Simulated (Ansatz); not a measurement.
**Heat carried by phonons in NaF (Villiaumite, Fm-3m)**

Wanted: κ(T), lifetimes and mean free paths for NaF (Villiaumite).

What experiment has found for this phase:
- thermal conductivity 18.4 W/m/K near room temperature (given in “Combining the AFLOW GIBBS and Elastic Libraries to efficiently and robustly screen thermo-mechanical properties of solids”, 2017, arXiv:1611.05714)
- thermal conductivity 16.5 W/m/K near room temperature (given in “Predicting the lattice thermal conductivity of solids by solving the Boltzmann transport equation: AFLOW - AAPL an automated, accurate and efficient framework”, 2017, arXiv:1611.05481)

Method: DFT LDA, scalar-relativistic, plane waves, PAW; PAW set soft_1, in Ansatz 0.2.0.

### 1. Set-up

Symmetry: Fm-3m, No. 225, cubic system. The conventional cell has a = 4.640 Å, b = 4.640 Å, c = 4.640 Å, α = 90.00°, β = 90.00°, γ = 90.00°. Nearest to Na lie 6 F at 2.32 Å. F has 6 Na at 2.32 Å nearest. Farther neighbours and most contacts between anions are not listed.

As a file:

```cif
data_structure
_symmetry_space_group_name_H-M 'Fm-3m'
_symmetry_Int_Tables_number 225
_cell_length_a 4.6400
_cell_length_b 4.6400
_cell_length_c 4.6400
_cell_angle_alpha 90.000
_cell_angle_beta 90.000
_cell_angle_gamma 90.000
_cell_volume 99.90
loop_
_atom_site_label
_atom_site_type_symbol
_atom_site_symmetry_multiplicity
_atom_site_Wyckoff_symbol
_atom_site_fract_x
_atom_site_fract_y
_atom_site_fract_z
_atom_site_occupancy
Na1 Na 4 a 0.00000 0.00000 0.00000 1
F1 F 4 b 0.50000 0.00000 0.00000 1
```

### 2. Probe on a coarse mesh

A cheap single point shows whether the cell is a metal or an insulator and how far it is from rest; that sets the k-mesh and the occupations of what follows.

input.yaml

```yaml
crystal:
  lattice:
    - [0.0, 2.32, 2.32]
    - [2.32, 0.0, 2.32]
    - [2.32, 2.32, 0.0]
  atoms:
    - { symbol: Na, position: [0.0, 0.0, 0.0] }
    - { symbol: F, position: [0.5, 0.5, 0.5] }
kpoints:
  mp_grid: { grid: [6, 6, 6] }
hamiltonian:
  xc: lda
  pseudopotentials: { kind: paw, azcp: { folder: soft_1 }, xc_functional: pbe }
scf:
  occupations: { method: gaussian, width: 0.1 }
  lower_state_search: "off"
output:
  forces: true
  stress: true
  eigenvalues: true
```

Started as:

```
$ ansatz run input.yaml --threads 18 --pin off --max-ram 92160MiB --backend cuda --events-out ev --progress --plain --runs-dir out
```

Numbers of over 12 decimals in the logs are rounded to 6 here.

Output:

```text
Engine: ansatz 0.2.0, aarch64-unknown-linux-gnu
Pseudopotentials: kind: paw
Pseudopotential: Na, paw, valence charge 9, recommended cutoff 420 eV (normal), soft_1/Na.paw.azcp
Pseudopotential: F, paw, valence charge 7, recommended cutoff 420 eV (normal), soft_1/F.paw.azcp
Functional definition: SPW92
  exchange = slater_x
  correlation = pw_c
device memory: the entry about to start is reckoned to put 0.6 GiB on a device that reports 182.5 GiB free
GPU FFT provider: cuFFT
GPU libraries: cuBLAS 13.8.1, cuFFT 12.4.0, cuSOLVER 12.3.2
GPU matrix products: emulated (plane waves: as basis.precision tells), large ones in fixed point in workspaces of 1.00 GiB
Crystal: 2 atoms, lattice volume = 24.974 Å³
Basis set: ecut = 420 eV, 531 PW (Γ)
Bands: 12, of which v1, the nominal top of the filled ones, is band 8 counted from 1 (7 counted from 0)
Symmetry: 48 space group operations
Space group: Fm-3m (ITA 225), of the structure as read, at distance tolerance 2.9e-5 Å
k-points: 16 of 216
Non-local potential: Na, projectors of the file, l = 0: 3, l = 1: 2, l = 2: 1
Non-local potential: F, projectors of the file, l = 0: 2, l = 1: 2, l = 2: 1
PAW form: soft (Blöchl's): semilocal exchange-correlation on the pseudo side does not see the compensation charge
PAW frozen core: Na, regenerated for the run's functional, and the local potential with it (the file was generated under x = pbe(κ = 0.804, μ = 0.219515), c = pbe(β = 0.066725))
PAW frozen core: F, regenerated for the run's functional, and the local potential with it (the file was generated under x = pbe(κ = 0.804, μ = 0.219515), c = pbe(β = 0.066725))
PAW one-centre angular grid: Na, 110 points (default); XC on 64 Gauss nodes
PAW one-centre angular grid: F, 110 points (default); XC on 64 Gauss nodes
Initial density: superposition of atomic densities (chi_scale 0.1, normalization cell, long waves kept (reshape's long-wave potential 0.00 eV rms))
Initial wavefunctions: pseudopotential atomic-orbital guess
GPU buffer pool allocated for 13824 grid points (all kernels)
GPU transforms: local potential and band sums: pruned to the plane-wave sphere, on 24×24×24
Functional: x = slater, c = lda
SCF iter   1: F=—  HF=-2265.917866 eV  |F-HF|=—  |Δ(HF+E_count)|=         —  Δρ=2.18e-1  dr2=8.56e0  ethr=3.10e-3  ⟨swp⟩=5.5  Hψ=1139  notcnv=0
preconditioner: auto → none  [insulator: Δε(μ)=2.730 eV  Ē_g=17.224 eV  σ=0.100 eV  W_gap=1.00  n_scr=8 (ndim 8)  ℏωp=21.0 eV  f_vac=0.000  D(μ)=0.00/eV (n_scr^D=0)  ε∞_Penn≈2.5]
SCF iter   2: F=—  HF=-2263.300480 eV  |F-HF|=—  |Δ(HF+E_count)|=    2.62e0  Δρ=4.99e-2  dr2=6.88e-1  ethr=3.10e-3  ⟨swp⟩=3.1  Hψ=577  notcnv=0
SCF iter   3: F=—  HF=-2263.076071 eV  |F-HF|=—  |Δ(HF+E_count)|=   2.24e-1  Δρ=1.07e-2  dr2=2.86e-2  ethr=3.10e-3  ⟨swp⟩=2.5  Hψ=327  notcnv=0
SCF iter   4: F=—  HF=-2263.063115 eV  |F-HF|=—  |Δ(HF+E_count)|=   1.30e-2  Δρ=7.57e-4  dr2=6.84e-5  ethr=1.79e-4  ⟨swp⟩=2.0  Hψ=512  notcnv=0
SCF iter   5: F=—  HF=-2263.063167 eV  |F-HF|=—  |Δ(HF+E_count)|=   5.15e-5  Δρ=2.12e-4  dr2=4.38e-6  ethr=4.28e-7  ⟨swp⟩=2.0  Hψ=316  notcnv=0
SCF iter   6: F=—  HF=-2263.063166 eV  |F-HF|=—  |Δ(HF+E_count)|=   1.17e-6  Δρ=5.31e-5  dr2=4.43e-7  ethr=2.73e-8  ⟨swp⟩=2.0  Hψ=318  notcnv=0
SCF iter   7: F=-2263.063166 eV  HF=-2263.063166 eV  |F-HF|=9.89e-9  |Δ(HF+E_count)|=   4.49e-8  Δρ=1.05e-5  dr2=1.99e-8  ethr=6.25e-10  ⟨swp⟩=5.6  Hψ=928  notcnv=0
SCF 1 converged in 7 iterations: F = -2263.063166 eV  dr2 = 1.99e-8
  greatest PAW one-centre occupation: 0.999 electrons in one spin orbital (limit 2), on the Na atom at site 0 (counted from 0), in its partial waves of l = 0
SCF converged after 7 iterations
Free energy (F): -2263.063166 eV
Harris-Foulkes:  -2263.063166 eV  (|F-HF|=9.89e-9)
Internal energy: -2263.063166 eV  (E = F + TS)
E sigma→0 (E₀):  -2263.063166 eV
Fermi energy:    3.422015 eV
--- Per-component energies (eV) ---
  E_band       = -239.573301
  E_kinetic    = 310.552447
  E_local      = -1850.926132  (includes V_loc(G=0)·N_el)
  E_nonlocal   = 368.354815
  E_hartree    = 625.245267
  E_xc         = -112.367452
  E_vxc        = -145.783482  (∫ρ·V_xc dr)
  E_paw        = -466.266128  (= ΣΔE_a)
  E_vpaw       = -172.257626  (= ΣTr[D̂ρ^β])
  E_aug_tail   = 0.000777  (compensation charges beyond the density's cutoff)
  E_ewald      = -1137.910901
  E_core_change = 0.254142  (= ΣΔE_core)
  E_smearing   = -0.000000  (= −TS)
  E_closure    = -0.000000  (closes the sum)
  Σ components = -2263.063166   (vs F -2263.063166, Δ=0.00e0)
--- Forces (eV/Å), atoms counted from 1 ---
  atom   1  Na    -0.00000000    -0.00000000     0.00000000
  atom   2  F      0.00000000     0.00000000     0.00000000
  max |Σ_I F_I| component: 5.17e-26 eV/Å
--- Stress (GPa, compression-positive) ---
       -4.479297      -0.000000       0.000000
       -0.000000      -4.479297      -0.000000
        0.000000      -0.000000      -4.479297
  P = ⅓ Tr σ = -4.4793 GPa (-44.793 kbar)
--- Band table (eV; the first three rows and the last of 16) ---
  k-point 0: bands = [... 4 lower, -18.3151, 0.4440, 0.4440, 0.4440, 6.3982, 18.9699, 18.9699, 18.9699]
  k-point 1: bands = [... 4 lower, -17.8885, -0.0625, 0.3778, 0.3778, 7.3323, 16.4904, 19.3691, 19.3691]
  k-point 2: bands = [... 4 lower, -17.5393, -0.8610, 0.2478, 0.2478, 9.3019, 14.0002, 19.9914, 19.9914]
  k-point 15: bands = [... 4 lower, -17.7696, -0.6749, -0.2260, -0.1021, 13.2026, 13.2630, 14.6439, 17.7591]
```

Run time: 1.2 s. Hardware: 1 × NVIDIA GB200 with 18 threads of Arm Neoverse V2, shared host; peak memory 0.98 GiB; 1.8 s of CPU time.

A gap read on the k-mesh alone can miss the band edges.

This step gave:

* pressure: -4.479 GPa
* gap on the k-mesh: 5.954 eV
* volume per atom: 12.49 Å³/atom

The start is under -4.5 GPa at this level and looks like an insulator or semiconductor on this mesh.

### 3. Relaxation

The vibrations must be taken about the equilibrium of this functional, not about the starting cell, so the structure is relaxed.

input.yaml, the sections that differ from step 2:

```yaml
kpoints:
  mp_grid: { grid: [8, 8, 8] }
scf:
  occupations: { method: gaussian, width: 0.02 }
  lower_state_search: "off"
relax:
  adjacent_minimum: "off"
  f_tol: 0.005
  max_steps: 80
  cell: { stress_tol: 0.05 }
# crystal, hamiltonian, output: as in step 2
```

Output:

```text
[...]
Crystal: 2 atoms, lattice volume = 24.974 Å³
Basis set: ecut = 420 eV, 531 PW (Γ)
Bands: 12, of which v1, the nominal top of the filled ones, is band 8 counted from 1 (7 counted from 0)
Symmetry: 48 space group operations
[...]
k-points: 29 of 512
[...]
SCF iter   1: F=—  HF=-2265.917674 eV  |F-HF|=—  |Δ(HF+E_count)|=         —  Δρ=2.18e-1  dr2=8.56e0  ethr=3.10e-3  ⟨swp⟩=6.0  Hψ=2080  notcnv=0
[...]
SCF iter   2: F=—  HF=-2263.301055 eV  |F-HF|=—  |Δ(HF+E_count)|=    2.62e0  Δρ=4.99e-2  dr2=6.87e-1  ethr=3.10e-3  ⟨swp⟩=3.1  Hψ=1048  notcnv=0
[...]
SCF iter   7: F=-2263.063003 eV  HF=-2263.063003 eV  |F-HF|=4.22e-9  |Δ(HF+E_count)|=   2.45e-7  Δρ=9.02e-6  dr2=1.76e-8  ethr=6.25e-10  ⟨swp⟩=5.8  Hψ=1694  notcnv=0
SCF 1 converged in 7 iterations: F = -2263.063003 eV  dr2 = 1.76e-8
[...]
relax step   1: F+E_penalty+E_count = -2263.06300250 eV  Δ(F+E_penalty+E_count) = +0.000e0 eV  max|allowed force component| = 2.693e-26 eV/Å  Δτ_max = 0.0000 Å  P = -4.481 GPa  Ω = 24.974 Å³  (7 SCF iters, dr2 threshold 1.00e-7 eV, accepted)
[...]
Crystal: 2 atoms, lattice volume = 24.172 Å³
Basis set: ecut = 420 eV, 459 PW (Γ)
[...]
iter 1 solved again at ethr=1.43e-5 eV; its pass at ethr=3.10e-3 eV (dr2=2.30e-3 eV) is discarded
[...]
SCF iter   2: F=—  HF=-2263.084043 eV  |F-HF|=—  |Δ(HF+E_count)|=   8.51e-4  Δρ=2.28e-3  dr2=5.05e-4  ethr=1.43e-5  ⟨swp⟩=2.0  Hψ=641  notcnv=0
[...]
SCF iter   5: F=-2263.083921 eV  HF=-2263.083921 eV  |F-HF|=6.09e-9  |Δ(HF+E_count)|=   1.57e-6  Δρ=2.82e-5  dr2=1.08e-7  ethr=1.25e-9  ⟨swp⟩=4.3  Hψ=2104  notcnv=0
SCF 2 converged in 5 iterations: F = -2263.083921 eV  dr2 = 1.08e-7
relax step   2: F+E_penalty+E_count = -2263.08392099 eV  Δ(F+E_penalty+E_count) = -2.092e-2 eV  max|allowed force component| = 6.204e-25 eV/Å  Δτ_max = 0.0000 Å  P = -2.941 GPa  Ω = 24.172 Å³  energy of the carried Pulay correction = +2.234e-3 eV  (5 SCF iters, dr2 threshold 2.00e-7 eV, accepted)
[...]
Crystal: 2 atoms, lattice volume = 22.775 Å³
[...]
SCF 3 converged in 6 iterations: F = -2263.099601 eV  dr2 = 3.18e-9
relax step   3: F+E_penalty+E_count = -2263.09960143 eV  Δ(F+E_penalty+E_count) = -1.568e-2 eV  max|allowed force component| = 9.478e-26 eV/Å  Δτ_max = 0.0000 Å  P = +0.449 GPa  Ω = 22.775 Å³  energy of the carried Pulay correction = +6.303e-3 eV  (6 SCF iters, dr2 threshold 2.00e-7 eV, accepted)
[...]
relax step   4: F+E_penalty+E_count = -2263.09930072 eV  Δ(F+E_penalty+E_count) = +3.007e-4 eV  max|allowed force component| = 1.664e-25 eV/Å  Δτ_max = 0.0000 Å  P = -0.037 GPa  Ω = 22.951 Å³  energy of the carried Pulay correction = +5.777e-3 eV  (5 SCF iters, dr2 threshold 2.00e-7 eV, accepted)
[...]
relax step   5: F+E_penalty+E_count = -2263.09603533 eV  Δ(F+E_penalty+E_count) = +3.265e-3 eV  max|allowed force component| = 4.207e-28 eV/Å  Δτ_max = 0.0000 Å  P = -0.364 GPa  Ω = 22.951 Å³  stress off target by 3.64e-1 GPa  SCF on the basis re-selected at this cell (its energy is not comparable with the rows above)  (6 SCF iters)
[...]
relax step   6: F+E_penalty+E_count = -2263.09655111 eV  Δ(F+E_penalty+E_count) = -5.158e-4 eV  max|allowed force component| = 3.339e-26 eV/Å  Δτ_max = 0.0000 Å  P = +0.004 GPa  Ω = 22.819 Å³  energy of the carried Pulay correction = +3.669e-4 eV  (5 SCF iters, dr2 threshold 2.00e-7 eV, accepted)
[...]
SCF iter   1: F=—  HF=-2263.096067 eV  |F-HF|=—  |Δ(HF+E_count)|=         —  Δρ=5.78e-5  dr2=1.15e-7  ethr=4.01e-7  ⟨swp⟩=3.0  Hψ=2985  notcnv=0
[...]
SCF iter   2: F=—  HF=-2263.096129 eV  |F-HF|=—  |Δ(HF+E_count)|=   6.25e-5  Δρ=2.53e-5  dr2=4.38e-8  ethr=7.16e-10  ⟨swp⟩=2.1  Hψ=563  notcnv=0
[...]
SCF iter   5: F=-2263.096129 eV  HF=-2263.096129 eV  |F-HF|=1.50e-11  |Δ(HF+E_count)|=  3.64e-12  Δρ=4.98e-7  dr2=1.45e-11  ethr=1.00e-12  ⟨swp⟩=5.0  Hψ=1371  notcnv=0
SCF 7 converged in 5 iterations: F = -2263.096129 eV  dr2 = 1.45e-11
relax step   7: F+E_penalty+E_count = -2263.09612913 eV  Δ(F+E_penalty+E_count) = +4.220e-4 eV  max|allowed force component| = 1.515e-28 eV/Å  Δτ_max = 0.0000 Å  P = -0.016 GPa  Ω = 22.819 Å³  stress off target by 1.60e-2 GPa  SCF on the basis re-selected at this cell (its energy is not comparable with the rows above)  (5 SCF iters)
basis re-selected at this cell: Δ(F+E_penalty+E_count) = +4.220e-4 eV, ΔP = -0.020 GPa vs the last step (what re-selecting the basis moved, of the pressure what is left beyond the Pulay correction that the steps carried, after the strain that the cell walked since its last selection, with what the two solves' SCF thresholds leave and, on support functions, any second-order correction that the steps lacked; it is no m [...]
SCF converged after 5 iterations
Free energy (F): -2263.096129 eV
[...]
Internal energy: -2263.096129 eV  (E = F + TS)
E sigma→0 (E₀):  -2263.096129 eV
Fermi energy:    4.369728 eV
[...]
--- Stress (GPa, compression-positive) ---
       -0.016004      -0.000000      -0.000000
       -0.000000      -0.016004      -0.000000
       -0.000000      -0.000000      -0.016004
  P = ⅓ Tr σ = -0.0160 GPa (-0.160 kbar)
--- Band table (eV; the first three rows and the last of 29) ---
  k-point 0: bands = [... 4 lower, -17.4005, 1.1411, 1.1411, 1.1411, 7.5983, 20.2903, 20.2903, 20.2903]
  k-point 1: bands = [... 4 lower, -17.1538, 0.7947, 1.0945, 1.0945, 8.1843, 18.5053, 20.5666, 20.5666]
  k-point 2: bands = [... 4 lower, -16.8181, 0.0944, 0.9828, 0.9828, 9.5641, 16.4211, 21.2062, 21.2062]
  k-point 28: bands = [... 4 lower, -16.8603, 0.1325, 0.1325, 0.4676, 14.5200, 14.5200, 16.9624, 18.6943]
--- Relaxed structure (5 steps of the walk, 5 accepted, 2 SCFs on fresh bases) ---
  F+E_penalty+E_count = -2263.09612913 eV   max|allowed force component| = 1.515e-28 eV/Å   (the final SCF, on the basis selected at the relaxed cell)
  cell:  # Å, volume = 22.8186 Å³
    - [0, 2.251229, 2.251229]
    - [2.251229, 0, 2.251229]
    - [2.251229, 2.251229, 0]
  atoms:
    - { symbol: Na, position: [0, 0, 0] }
    - { symbol: F, position: [0.5, 0.5, 0.5] }
```

Wall time 3.5 s (1 × NVIDIA GB200 with 18 threads); peak memory 1 GiB; 6.4 s of CPU time.

Relaxation path:

```csv
step,energy less that of the first step (eV),largest force component (eV/Å),pressure (GPa),volume (Å³)
1,0.0000,0.0000,-4.48,24.97
2,-0.0209,0.0000,-2.94,24.17
3,-0.0366,0.0000,0.45,22.77
4,-0.0363,0.0000,-0.04,22.95
5,-0.0330,0.0000,-0.36,22.95
6,-0.0335,0.0000,0.00,22.82
7*,-0.0331,0.0000,-0.02,22.82
```

Relaxation steps marked * repeat the geometry before them on a plane-wave basis chosen anew for their cell, so energy and pressure can jump there. The log counts 2 steps on a newly chosen plane-wave basis, not all of them marked here; energy and pressure can jump at such steps.

The run keeps the 48 symmetry operations that it works with, so distortions that break them were not tested.

```csv
"conventional cell, symmetrised",before,after,change
a (Å),4.640,4.502,-3.0 %
b (Å),4.640,4.502,-3.0 %
c (Å),4.640,4.502,-3.0 %
volume (Å³/atom),12.49,11.41,-8.6 %
```

Final coordinates:

```xyz
2
Lattice="0.0000 2.2512 2.2512 2.2512 0.0000 2.2512 2.2512 2.2512 0.0000" Properties=species:S:1:pos:R:3 pbc="T T T"
Na    0.0000    0.0000    0.0000
F     2.2512    2.2512    2.2512
```

This step gave:

```yaml
pressure: -0.01600 GPa
gap_on_the_k_mesh: 6.457 eV
volume_per_atom: 11.41 Å³/atom
```

The relaxation ends with a pressure of -0.02 GPa.

### 4. A second relaxation

The relaxation is run once more from where the first one ended, as the script does after a large change of volume or of the gap, with mesh and occupations reviewed.

input.yaml, the sections that differ from step 3:

```yaml
crystal:
  lattice:
    - [0.0, 2.2512294486, 2.2512294486]
    - [2.2512294486, 0.0, 2.2512294486]
    - [2.2512294486, 2.2512294486, 0.0]
  atoms:
    - { symbol: Na, position: [0.0, 0.0, 0.0] }
    - { symbol: F, position: [0.5, 0.5, 0.5] }
kpoints:
  mp_grid: { grid: [10, 10, 10] }
# hamiltonian, scf, output, relax: as in step 3
```

Output:

```text
[...]
GPU FFT provider: cuFFT
GPU libraries: cuBLAS 13.8.1, cuFFT 12.4.0, cuSOLVER 12.3.2
[...]
Crystal: 2 atoms, lattice volume = 22.819 Å³
Basis set: ecut = 420 eV, 459 PW (Γ)
Bands: 12, of which v1, the nominal top of the filled ones, is band 8 counted from 1 (7 counted from 0)
Symmetry: 48 space group operations
[...]
k-points: 47 of 1000
[...]
k-point 46: bands = [... 4 lower, -16.8914, -0.0169, 0.2901, 0.4872, 14.4649, 14.5625, 16.6646, 19.0740]
--- Relaxed structure (1 steps of the walk, 1 accepted, 1 SCFs on fresh bases) ---
[...]
cell:  # Å, volume = 22.8186 Å³
    - [0.0, 2.2512294486, 2.2512294486]
    - [2.2512294486, 0.0, 2.2512294486]
    - [2.2512294486, 2.2512294486, 0.0]
  atoms:
    - { symbol: Na, position: [0.0, 0.0, 0.0] }
    - { symbol: F, position: [0.5, 0.5, 0.5] }
[key lines of the parts left out:]
SCF converged after 4 iterations
Free energy (F): -2263.096102 eV
Fermi energy:    4.369719 eV
P = ⅓ Tr σ = -0.0162 GPa (-0.162 kbar)
```

Run time: 1.8 s. Hardware: 1 × NVIDIA GB200 with 18 threads; peak memory 1 GiB.

Little changed from the start: no atom moved by 0.005 Å and no cell edge by 0.1 %.

This step gave:

| Property | Result |
| --- | --- |
| pressure | -0.01620 GPa |

### 5. Relaxing to small residual forces and stress

The thresholds are tightened for a last relaxation ahead of the phonons, and where mesh or smearing change with them the cell follows.

input.yaml, the sections that differ from step 4:

```yaml
kpoints:
  mp_grid: { grid: [12, 12, 12] }
scf:
  occupations: { method: fixed }
  lower_state_search: "off"
relax:
  adjacent_minimum: "off"
  f_tol: 0.001
  max_steps: 60
  cell: { stress_tol: 0.01 }
# crystal, hamiltonian, output: as in step 4
```

Output:

```text
[...]
Crystal: 2 atoms, lattice volume = 22.819 Å³
Basis set: ecut = 420 eV, 459 PW (Γ)
Bands: 12, of which v1, the nominal top of the filled ones, is band 8 counted from 1 (7 counted from 0)
Symmetry: 48 space group operations
[...]
k-points: 72 of 1728
[...]
k-point 71: bands = [... 4 lower, -16.8577, 0.1344, 0.1344, 0.4694, 14.5238, 14.5238, 16.9675, 18.6996]
--- Relaxed structure (3 steps of the walk, 3 accepted, 1 SCFs on fresh bases) ---
[...]
cell:  # Å, volume = 22.8127 Å³
    - [0, 2.251035, 2.251035]
    - [2.251035, 0, 2.251035]
    - [2.251035, 2.251035, 0]
  atoms:
    - { symbol: Na, position: [0, 0, 0] }
    - { symbol: F, position: [0.500000, 0.500000, 0.500000] }
[key lines of the parts left out:]
SCF converged after 6 iterations
Free energy (F): -2263.096133 eV
Fermi energy:    1.143255 eV
P = ⅓ Tr σ = -0.0001 GPa (-0.001 kbar)
```

Elapsed: 2.5 s, on 1 × NVIDIA GB200 with 18 threads; peak memory 0.97 GiB; 5.6 s of CPU time.

Little changed from the start: no atom moved by 0.005 Å and no cell edge by 0.1 %.

Numbers from this step:

```
pressure          : -9.35e-5 GPa
gap on the k-mesh : 6.459 eV
```

The residual pressure is -9.3e-5 GPa, small enough for phonons.

[end of part 1 of 2]

[Logs are printed without paths, hosts, clocks, repeated set-up lines and the standing remarks that a program may print on its own settings, such as how far it seeks lower states.]

[Hosts, paths, dates, database ids (printed as entryN), source tags and the programs' standing remarks are cut or masked in the printed files.]

[A step with changed settings may run another functional than the one named; its input shows which.]
